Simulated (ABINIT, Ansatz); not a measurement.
Entries from a set of simulations; values are calculated unless marked as measured.

## LiBiB2O6 (R-3): G0W0 with ABINIT, start to end

It takes space group R-3 (No. 148, trigonal). Conventional cell: a = 4.879 Å, b = 4.879 Å, c = 15.675 Å, α = 90.00°, β = 90.00°, γ = 120.00°. Nearest to Li lie 6 O at 2.22 Å. B has 3 O at 1.38 Å nearest. Bi has 6 O at 2.17 Å nearest. Nearest to O lie 1 B at 1.38 Å and 1 Bi at 2.17 Å and 1 Li at 2.22 Å. Farther neighbours, and contacts between anions beyond the nearest, are not listed.

```
method                               : RPA screening on LDA, plane waves, norm-conserving pseudopotentials (and 2 further levels or steps)
program                              : ABINIT 10.8.3
settings                             : cutoff 44 Ha, PseudoDojo scalar-relativistic 0.4.1 stringent, norm-conserving, ngkpt (2, 2, 2), nband 208, ecuteps 6.5 Ha, inclvkb 2, shiftk (0, 0, 0), symchi 1, awtr 1, frequency ppm, 2×2×2 k-mesh
cost                                 : 5 runs, 12 min in all on 4 MPI ranks of AMD EPYC 9R14 (Zen 4), shared host
notes                                : The cell and positions are those that the Materials Project relaxed with its own functionals (PBE, PBE+U or r2SCAN), kept fixed. Limits: no spin-orbit coupling. Local fields lower the RPA ε∞ on this mesh from 6.87 to 5.59; a Γ-centred mesh this coarse tends to raise both, most where the direct gap is narrow, while a short band sum lowers them. The 2×2×2 mesh is coarse for this cell, which bears on the long-range parts of exchange and screening.
LDA gap                              : 1.26 eV, indirect
G0W0 gap on the mesh                 : 2.67 eV
G0W0 gap over the zone (rigid shift) : 2.63 eV
GW settings                          : 2×2×2 mesh, 208 bands, screening to 176.9 eV, Godby-Needs plasmon pole
known limits                         : short of the basis limit; no spin-orbit coupling; coarse k mesh
```

G0W0 moves the gap on the mesh from 1.29 eV to 2.67 eV (+1.37 eV), with Z of 0.76 and 0.79 at the edges. The mesh misses the band edges by 0.03 eV in all; a rigid shift gives 2.63 eV for the zone.

[Long decimals in the printed logs are rounded to 6 places.]

[Logs are printed without paths, hosts, clocks, repeated set-up lines and the standing remarks that a program may print on its own settings, such as how far it seeks lower states.]

[Paths, hosts, dates, memory and timing lines, banners, echoed tables and standing remarks are left out of the program output; an Ansatz launch command may be rebuilt from the run's recorded settings. Measured values are a selection of at most five: reports struck by readers or far from the other reports are left out. None is set beside runs whose start may be inverted or whose files or cutoffs have a known fault.]

[Runs of the session that timed out or met a known fault of the program may be left out.]

[Hosts, paths, dates, database ids (printed as entryN), source tags and the programs' standing remarks are cut or masked in the printed files.]

[G0W0 gaps are taken among the corrected bands and points alone; a level outside them can change the order at an edge.]

[Where Ansatz stands beside ABINIT at settings called matched, ABINIT's density can come from a denser mesh and the files from another edition; pairs whose starting gaps differed by over 0.03 eV were left out, so agreement reads better than it is.]
